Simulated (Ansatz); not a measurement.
# Mg2Ir (hypothetical, Fm-3m): phonons against volume

Wanted: mode Grüneisen parameters of Mg2Ir (hypothetical) and a free-energy fit over volumes. The crystal structure is hypothetical: it was made by swapping elements on a known structure type.

Method: DFT PBE, scalar-relativistic, plane waves, PAW, in Ansatz 0.2.0.

**1. The structure**

The structure is cubic, space group Fm-3m (No. 225). The conventional cell has a = 5.988 Å, b = 5.988 Å, c = 5.988 Å, α = 90.00°, β = 90.00°, γ = 90.00°. Nearest to Mg lie 4 Ir at 2.59 Å. Nearest to Ir lie 8 Mg at 2.59 Å. Farther neighbours are not listed.

Structure file:

```cif
data_structure
_symmetry_space_group_name_H-M 'P 1'
_symmetry_Int_Tables_number 1
_cell_length_a 4.2343
_cell_length_b 4.2343
_cell_length_c 4.2343
_cell_angle_alpha 60.000
_cell_angle_beta 60.000
_cell_angle_gamma 60.000
_cell_volume 53.68
loop_
_atom_site_label
_atom_site_type_symbol
_atom_site_fract_x
_atom_site_fract_y
_atom_site_fract_z
_atom_site_occupancy
Mg1 Mg 0.75000 0.75000 0.75000 1
Mg2 Mg 0.25000 0.25000 0.25000 1
Ir3 Ir 0.00000 0.00000 0.00000 1
```

**2. A first coarse run**

Before spending time, one coarse run tells the gap and the pressure of the starting cell.

The input, input.yaml:

```yaml
crystal:
  lattice:
    - [0.0, 2.9941, 2.9941]
    - [2.9941, 0.0, 2.9941]
    - [2.9941, 2.9941, 0.0]
  atoms:
    - { symbol: Mg, position: [0.75, 0.75, 0.75] }
    - { symbol: Mg, position: [0.25, 0.25, 0.25] }
    - { symbol: Ir, position: [0.0, 0.0, 0.0] }
kpoints:
  mp_grid: { grid: [6, 6, 6] }
hamiltonian:
  xc: pbe
scf:
  occupations: { method: gaussian, width: 0.1 }
output:
  forces: true
  stress: true
  eigenvalues: true
```

On the command line:

```
ansatz run input.yaml --threads 4 --pin off --max-ram 8192MiB --backend cpu --events-out ev --progress --plain --runs-dir out
```

Numbers of over 12 decimals in the logs are rounded to 6 here.

The program printed:

```text
Engine: ansatz 0.2.0, aarch64-unknown-linux-gnu
Pseudopotentials: kind: paw
Pseudopotential: Mg, paw, valence charge 10, recommended cutoff 420 eV (normal), Mg.paw.azcp
Pseudopotential: Ir, paw, valence charge 17, recommended cutoff 420 eV (normal), Ir.paw.azcp
Functional definition: PBE
  parameter kappa = 0.804
  parameter beta = 0.066725
  exchange = pbe_x(kappa = kappa, mu = beta*pi^2/3)
  correlation = pbe_c(beta = beta)
Crystal: 3 atoms, lattice volume = 53.682 Å³
Basis set: ecut = 420 eV, 1067 PW (Γ), exchange–correlation on 60×60×60 points (8 copies of the dense FFT grid, shifted against one another)
Bands: 23, of which v1, the nominal top of the filled ones, is band 19 counted from 1 (18 counted from 0)
Symmetry: 48 space group operations
Space group: Fm-3m (ITA 225), of the structure as read, at distance tolerance 3.8e-5 Å
k-points: 16 of 216
Non-local potential: Mg, projectors of the file, l = 0: 3, l = 1: 2, l = 2: 1
Non-local potential: Ir, projectors of the file, l = 0: 3, l = 1: 2, l = 2: 2, l = 3: 1
PAW form: soft (Blöchl's): semilocal exchange-correlation on the pseudo side does not see the compensation charge
PAW one-centre angular grid: Mg, 110 points (default); XC on 64 Gauss nodes
PAW one-centre angular grid: Ir, 590 points (default); XC on 64 Gauss nodes
Initial density: superposition of atomic densities (neutral atoms: chi_scale 0, normalization atom), corrected by the library's trained network
Initial wavefunctions: pseudopotential atomic-orbital guess
Functional: x = pbe(κ = 0.804, μ = 0.219515), c = pbe(β = 0.066725)
SCF iter   1: F=—  HF=-15782.991584 eV  |F-HF|=—  |Δ(HF+E_count)|=         —  Δρ=2.29e-3  dr2=1.16e-3  ethr=1.77e-3  ⟨swp⟩=5.0  Hψ=1470  notcnv=0
preconditioner: auto → none  [insulator: Δε(μ)=0.380 eV  Ē_g=6.937 eV  σ=0.100 eV  W_gap=0.78  n_scr=14 (ndim 8)  ℏωp=18.3 eV  f_vac=0.008  D(μ)=1.36/eV (n_scr^D=14)  ε∞_Penn≈7.9]
SCF iter   2: F=—  HF=-15782.993380 eV  |F-HF|=—  |Δ(HF+E_count)|=   1.80e-3  Δρ=1.03e-3  dr2=2.78e-4  ethr=3.13e-6  ⟨swp⟩=3.9  Hψ=897  notcnv=0
SCF iter   3: F=—  HF=-15782.993416 eV  |F-HF|=—  |Δ(HF+E_count)|=   3.57e-5  Δρ=1.97e-4  dr2=2.05e-5  ethr=7.50e-7  ⟨swp⟩=2.0  Hψ=447  notcnv=0
SCF iter   4: F=—  HF=-15782.993416 eV  |F-HF|=—  |Δ(HF+E_count)|=   6.84e-7  Δρ=3.67e-5  dr2=6.93e-7  ethr=5.55e-8  ⟨swp⟩=2.0  Hψ=438  notcnv=0
iter 5 did not close the SCF: its close was put off for the readings that it lacked (scf_convergence_deferred on its scf_iter line)
SCF iter   5: F=-15782.993416 eV  HF=-15782.993416 eV  |F-HF|=3.07e-9  |Δ(HF+E_count)|=   6.79e-8  Δρ=7.60e-6  dr2=2.15e-8  ethr=1.87e-9  ⟨swp⟩=2.0  Hψ=443  notcnv=0
SCF iter   6: F=-15782.993416 eV  HF=-15782.993416 eV  |F-HF|=4.53e-10  |Δ(HF+E_count)|=   3.70e-9  Δρ=1.01e-6  dr2=5.84e-10  ethr=5.82e-11  ⟨swp⟩=3.3  Hψ=1301  notcnv=0
SCF 1 converged in 6 iterations: F = -15782.993416 eV  dr2 = 5.84e-10
  greatest PAW one-centre occupation: 1.000 electrons in one spin orbital (limit 2), on the Ir atom at site 2 (counted from 0), in its partial waves of l = 1
SCF converged after 6 iterations
Free energy (F): -15782.993416 eV
Harris-Foulkes:  -15782.993416 eV  (|F-HF|=4.53e-10)
Internal energy: -15782.986625 eV  (E = F + TS)
E sigma→0 (E₀):  -15782.990020 eV
Entropy (-TS):   -0.006792 eV (-2.264 meV/atom)
Fermi energy:    10.332464 eV
--- Per-component energies (eV) ---
  E_band       = -898.297405
  E_kinetic    = 781.788689
  E_local      = -4882.707055  (includes V_loc(G=0)·N_el)
  E_nonlocal   = 267.388091
  E_hartree    = 1799.615780
  E_xc         = -327.674731
  E_vxc        = -377.130689  (∫ρ·V_xc dr)
  E_paw        = -9808.067320  (= ΣΔE_a)
  E_vpaw       = -286.869243  (= ΣTr[D̂ρ^β])
  E_aug_tail   = 0.000061  (compensation charges beyond the density's cutoff)
  E_ewald      = -3613.330139
  E_smearing   = -0.006792  (= −TS)
  E_closure    = -0.000000  (closes the sum)
  Σ components = -15782.993416   (vs F -15782.993416, Δ=0.00e0)
--- Forces (eV/Å), atoms counted from 1 ---
  atom   1  Mg    -0.00000000    -0.00000000    -0.00000000
  atom   2  Mg     0.00000000    -0.00000000    -0.00000000
  atom   3  Ir    -0.00000000     0.00000000    -0.00000000
  max |Σ_I F_I| component: 1.16e-17 eV/Å
--- Stress (GPa, compression-positive) ---
       10.459006       0.000000      -0.000000
        0.000000      10.459006      -0.000000
        0.000000      -0.000000      10.459006
  P = ⅓ Tr σ = 10.4590 GPa (104.590 kbar)
--- Band table (eV; the first three rows and the last of 16) ---
  k-point 0: bands = [... 15 lower, 8.2113, 9.1460, 9.1460, 16.0582, 16.0582, 16.0582, 19.3235, 19.4713]
  k-point 1: bands = [... 15 lower, 8.3092, 9.1216, 9.1216, 13.6686, 15.7518, 15.7518, 18.4635, 19.2388]
  k-point 2: bands = [... 15 lower, 8.3930, 9.2614, 9.2614, 10.7450, 14.8939, 14.8939, 17.5726, 18.7307]
  k-point 15: bands = [... 15 lower, 8.3754, 9.3358, 9.5796, 10.0779, 11.2428, 12.2079, 17.1860, 18.4393]
```

The job ended after 0.37 s (4 threads of Arm Neoverse V2, shared host; peak memory 0.3 GiB; 1 s of CPU time).

Numbers from this step:

- pressure: 10.46 GPa
- volume per atom: 17.89 Å³
- gap on the k-mesh: 0 eV

The start is under 10 GPa at this level and looks like a metal on this mesh.

**3. A loose first relaxation**

The start is far from rest, so a relaxation with loose thresholds first brings it near the minimum.

input.yaml, as its differences from that of step 2:

```diff
@@ -19 +19,6 @@
   eigenvalues: true
+relax:
+  adjacent_minimum: "off"
+  f_tol: 0.05
+  max_steps: 80
+  cell: { stress_tol: 0.5 }
```

The program printed:

```text
[...]
Crystal: 3 atoms, lattice volume = 53.682 Å³
Basis set: ecut = 420 eV, 1067 PW (Γ), exchange–correlation on 60×60×60 points (8 copies of the dense FFT grid, shifted against one another)
Bands: 23, of which v1, the nominal top of the filled ones, is band 19 counted from 1 (18 counted from 0)
Symmetry: 48 space group operations
[...]
k-points: 16 of 216
[...]
SCF iter   1: F=—  HF=-15782.991584 eV  |F-HF|=—  |Δ(HF+E_count)|=         —  Δρ=2.29e-3  dr2=1.16e-3  ethr=1.77e-3  ⟨swp⟩=5.0  Hψ=1470  notcnv=0
[...]
SCF iter   6: F=-15782.993416 eV  HF=-15782.993416 eV  |F-HF|=4.53e-10  |Δ(HF+E_count)|=   3.70e-9  Δρ=1.01e-6  dr2=5.84e-10  ethr=5.82e-11  ⟨swp⟩=3.3  Hψ=1301  notcnv=0
SCF 1 converged in 6 iterations: F = -15782.993416 eV  dr2 = 5.84e-10
[...]
relax step   1: F+E_penalty+E_count = -15782.99341625 eV  Δ(F+E_penalty+E_count) = +0.000e0 eV  max|allowed force component| = 8.481e-18 eV/Å  Δτ_max = 0.0000 Å  P = +10.459 GPa  Ω = 53.682 Å³  (6 SCF iters, dr2 threshold 1.00e-7 eV, accepted)
Crystal: 3 atoms, lattice volume = 60.252 Å³
Basis set: ecut = 420 eV, 1243 PW (Γ), exchange–correlation on 60×60×60 points (8 copies of the dense FFT grid, shifted against one another)
[...]
iter 1 solved again at ethr=2.50e-5 eV; its pass at ethr=3.10e-3 eV (dr2=9.25e-3 eV) is discarded
[...]
SCF iter   6: F=-15783.180189 eV  HF=-15783.180189 eV  |F-HF|=1.13e-8  |Δ(HF+E_count)|=   8.10e-8  Δρ=4.79e-6  dr2=1.12e-8  ethr=8.11e-10  ⟨swp⟩=4.8  Hψ=1317  notcnv=0
SCF 2 converged in 6 iterations: F = -15783.180189 eV  dr2 = 1.12e-8
[...]
relax step   2: F+E_penalty+E_count = -15783.18018877 eV  Δ(F+E_penalty+E_count) = -1.868e-1 eV  max|allowed force component| = 4.626e-17 eV/Å  Δτ_max = 0.0000 Å  P = -0.306 GPa  Ω = 60.252 Å³  energy of the carried Pulay correction = -8.003e-4 eV  (6 SCF iters, dr2 threshold 3.00e-7 eV, accepted)
[...]
SCF iter   4: F=-15783.180795 eV  HF=-15783.180795 eV  |F-HF|=1.67e-10  |Δ(HF+E_count)|=   2.63e-9  Δρ=8.80e-7  dr2=3.62e-10  ethr=8.11e-12  ⟨swp⟩=4.7  Hψ=1259  notcnv=0
SCF 3 converged in 4 iterations: F = -15783.180795 eV  dr2 = 3.62e-10
relax step   3: F+E_penalty+E_count = -15783.18079520 eV  Δ(F+E_penalty+E_count) = -6.064e-4 eV  max|allowed force component| = 4.009e-17 eV/Å  Δτ_max = 0.0000 Å  P = -0.304 GPa  Ω = 60.252 Å³  stress off target by 3.04e-1 GPa  SCF on the basis re-selected at this cell (its energy is not comparable with the rows above)  (4 SCF iters)
basis re-selected at this cell: Δ(F+E_penalty+E_count) = -6.064e-4 eV, ΔP = +0.002 GPa vs the last step (what re-selecting the basis moved, of the pressure what is left beyond the Pulay correction that the steps carried, after the strain that the cell walked since its last selection, with what the two solves' SCF thresholds leave and, on support functions, any second-order correction that the steps lacked; it is no m [...]
SCF converged after 4 iterations
Free energy (F): -15783.180795 eV
[...]
Internal energy: -15783.173751 eV  (E = F + TS)
E sigma→0 (E₀):  -15783.177273 eV
Entropy (-TS):   -0.007044 eV (-2.348 meV/atom)
Fermi energy:    8.803659 eV
[...]
--- Stress (GPa, compression-positive) ---
       -0.303885       0.000000       0.000000
        0.000000      -0.303885       0.000000
        0.000000       0.000000      -0.303885
  P = ⅓ Tr σ = -0.3039 GPa (-3.039 kbar)
--- Band table (eV; the first three rows and the last of 16) ---
  k-point 0: bands = [... 15 lower, 6.9691, 7.8446, 7.8446, 14.2296, 14.2296, 14.2296, 16.6736, 17.0639]
  k-point 1: bands = [... 15 lower, 7.0578, 7.8227, 7.8227, 11.8960, 13.8531, 13.8531, 16.1903, 17.1323]
  k-point 2: bands = [... 15 lower, 7.1478, 7.9298, 7.9298, 9.1621, 13.0134, 13.0134, 15.5936, 16.5647]
  k-point 15: bands = [... 15 lower, 7.0767, 7.9559, 8.1808, 8.5607, 9.6253, 10.5113, 15.2210, 16.1241]
--- Relaxed structure (2 steps of the walk, 2 accepted, 1 SCFs on fresh bases) ---
  F+E_penalty+E_count = -15783.18079520 eV   max|allowed force component| = 4.009e-17 eV/Å   (the final SCF, on the basis selected at the relaxed cell)
  cell:  # Å, volume = 60.2522 Å³
    - [0, 3.111579, 3.111579]
    - [3.111579, 0, 3.111579]
    - [3.111579, 3.111579, 0]
  atoms:
    - { symbol: Mg, position: [0.750000, 0.750000, 0.750000] }
    - { symbol: Mg, position: [0.25, 0.25, 0.25] }
    - { symbol: Ir, position: [0, 0, 0] }
```

It took 1.1 s on 4 threads; peak memory 0.32 GiB.

Relaxation path:

```
step  energy less that of the first step (eV)  largest force component (eV/Å)  pressure (GPa)  volume (Å³)
   1                                   0.0000                          0.0000           10.46        53.68
   2                                  -0.1868                          0.0000           -0.31        60.25
  3*                                  -0.1874                          0.0000           -0.30        60.25
```

Relaxation steps marked * repeat the geometry before them on a plane-wave basis chosen anew for their cell, so energy and pressure can jump there.

The run keeps the 48 symmetry operations that it works with, so distortions that break them were not tested.

```
conventional cell, symmetrised  before  after   change
                         a (Å)   5.988  6.223   +3.9 %
                         b (Å)   5.988  6.223   +3.9 %
                         c (Å)   5.988  6.223   +3.9 %
              volume (Å³/atom)   17.89  20.08  +12.2 %
```

The relaxed structure:

```xyz
3
Lattice="0.0000 3.1116 3.1116 3.1116 0.0000 3.1116 3.1116 3.1116 0.0000" Properties=species:S:1:pos:R:3 pbc="T T T"
Mg    4.6674    4.6674    4.6674
Mg    1.5558    1.5558    1.5558
Ir    0.0000    0.0000    0.0000
```

This step gave:

```
pressure        : -0.3039 GPa
volume per atom : 20.08 Å³
```

The relaxation ends with a pressure of -0.30 GPa.

**4. Relaxation**

Phonons are second derivatives about a minimum, so cell and atoms are relaxed first, inside the symmetry of the start.

input.yaml, the sections that differ from step 3:

```yaml
crystal:
  lattice:
    - [0.0, 3.1115791948, 3.1115791948]
    - [3.1115791948, 0.0, 3.1115791948]
    - [3.1115791948, 3.1115791948, 0.0]
  atoms:
    - { symbol: Mg, position: [0.75, 0.75, 0.75] }
    - { symbol: Mg, position: [0.25, 0.25, 0.25] }
    - { symbol: Ir, position: [0.0, 0.0, 0.0] }
kpoints:
  mp_grid: { grid: [12, 12, 12] }
relax:
  adjacent_minimum: "off"
  f_tol: 0.005
  max_steps: 80
  cell: { stress_tol: 0.05 }
# hamiltonian, scf, output: as in step 3
```

The program printed:

```text
[...]
Crystal: 3 atoms, lattice volume = 60.252 Å³
Basis set: ecut = 420 eV, 1243 PW (Γ), exchange–correlation on 60×60×60 points (8 copies of the dense FFT grid, shifted against one another)
Bands: 23, of which v1, the nominal top of the filled ones, is band 19 counted from 1 (18 counted from 0)
Symmetry: 48 space group operations
[...]
k-points: 72 of 1728
[...]
k-point 71: bands = [... 15 lower, 6.6627, 7.9906, 8.2097, 9.1299, 9.1299, 10.6144, 16.4597, 16.9776]
--- Relaxed structure (3 steps of the walk, 3 accepted, 1 SCFs on fresh bases) ---
[...]
cell:  # Å, volume = 60.0691 Å³
    - [0, 3.108424, 3.108424]
    - [3.108424, 0, 3.108424]
    - [3.108424, 3.108424, 0]
  atoms:
    - { symbol: Mg, position: [0.750000, 0.750000, 0.750000] }
    - { symbol: Mg, position: [0.250000, 0.250000, 0.250000] }
    - { symbol: Ir, position: [0, 0, 0] }
[key lines of the parts left out:]
SCF converged after 5 iterations
Free energy (F): -15783.161599 eV
Fermi energy:    8.881363 eV
P = ⅓ Tr σ = 0.0001 GPa (0.001 kbar)
```

Run time: 4.3 s. Hardware: 4 threads; peak memory 0.41 GiB; 16 s of CPU time.

The steps of the relaxation:

```
step  energy less that of the first step (eV)  largest force component (eV/Å)  pressure (GPa)  volume (Å³)
   1                                   0.0000                          0.0000           -0.22        60.25
   2                                  -0.0001                          0.0000            0.08        60.01
   3                                  -0.0001                          0.0000            0.00        60.07
  4*                                  -0.0001                          0.0000            0.00        60.07
```

Relaxation steps marked * repeat the geometry before them on a plane-wave basis chosen anew for their cell, so energy and pressure can jump there.

Forces are held to the 48 operations that the run works with; a distortion that breaks them can't arise in this run.

```
conventional cell, symmetrised  before  after  change
                         a (Å)   6.223  6.217  -0.1 %
                         b (Å)   6.223  6.217  -0.1 %
                         c (Å)   6.223  6.217  -0.1 %
              volume (Å³/atom)   20.08  20.02  -0.3 %
```

The relaxed structure:

```cif
data_structure
_symmetry_space_group_name_H-M 'P 1'
_symmetry_Int_Tables_number 1
_cell_length_a 4.3960
_cell_length_b 4.3960
_cell_length_c 4.3960
_cell_angle_alpha 60.000
_cell_angle_beta 60.000
_cell_angle_gamma 60.000
_cell_volume 60.07
loop_
_atom_site_label
_atom_site_type_symbol
_atom_site_fract_x
_atom_site_fract_y
_atom_site_fract_z
_atom_site_occupancy
Mg1 Mg 0.75000 0.75000 0.75000 1
Mg2 Mg 0.25000 0.25000 0.25000 1
Ir3 Ir 0.00000 0.00000 0.00000 1
```

Numbers from this step:

```yaml
pressure: 1.03e-4 GPa
volume_per_atom: 20.02 Å³
```

[end of part 1 of 5]

[Logs are printed without paths, hosts, clocks, repeated set-up lines and the standing remarks that a program may print on its own settings, such as how far it seeks lower states.]

[Hosts, paths, dates, database ids (printed as entryN), source tags and the programs' standing remarks are cut or masked in the printed files.]

[A step with changed settings may run another functional than the one named; its input shows which.]


